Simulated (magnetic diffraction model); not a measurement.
## Magnetic neutron pattern of MnTlCd2

Space group Pmmm (no. 47), a = 3.2270 Å, b = 4.6540 Å, c = 6.4500 Å.

```
site  atom    x    y       z
  1a    Tl    0    0       0
  2t    Cd  1/2  1/2  0.2442
  1c    Mn    0    0     1/2
```

The compound is invented for this exercise: a known structure type with other elements, its cell scaled to their sizes and not relaxed.

Only Mn is taken to order (form factors of Mn2+); orders and moment sizes are assumed, and not adapted to the symmetry. Radiation: neutrons of λ = 4.2 Å (absorption by Cd left out), 3° to 100°; isotropic B of 0.38 Å² (Tl), 0.6 Å² (Cd) and 0.71 Å² (Mn). The intensities are simulated: I ∝ L Σ (|F_N|² + |F_M⊥|²) for unpolarised neutrons, with F_M = 2.695 fm/μB × Σ f(s) S exp(2πi Q·r) exp(−B s²) at Q = H ± k (one set where k and −k are equivalent), only the part normal to Q counting and L = 1/(sin²θ cos θ). For collinear order S is the moment m, which repeats by lattice and centring translations R with the sign exp(−2πi k·R). Form factors are spin-only for 3d ions and dipole or tabulated for f ions, scattering lengths are Sears's of 1992, and absorption is left out. A label names one of the reflections at its angle. The strongest nuclear line in the range is 100, and lines under 0.2 are left out.

Assume the order k = (1/2 1/2 1/2), collinear moments along [111], 0.92 μB on Mn.

Q: Where does magnetic intensity appear, and how strong is it?

```tsv
2θ (°)	index	nuclear	magnetic
38.00	(0 0 1)	100.0	0.0
50.70	(1/2 1/2 1/2)	0.0	5.4
53.65	(0 1 0)	7.2	0.0
67.62	(0 1 1)	68.8	0.0
77.91	(1/2 1/2 3/2)	0.0	1.7
81.20	(1 0 0)	4.0	0.0
81.26	(0 0 2)	3.9	0.0
93.38	(1 0 1)	48.2	0.0
```

The strongest magnetic line in the range is (1/2 1/2 1/2) at 50.70° (5.4). On top of the Lorentz factor, which all lines share, magnetic lines fade with angle because f falls: for Mn2+ it is 0.90, 0.66, 0.41 and 0.12 at sin θ/λ = 0.1, 0.2, 0.3 and 0.5 Å⁻¹, while nuclear lengths stay constant. The order has no net moment.

[Logs are printed without paths, hosts, clocks, repeated set-up lines and the standing remarks that a program may print on its own settings, such as how far it seeks lower states.]
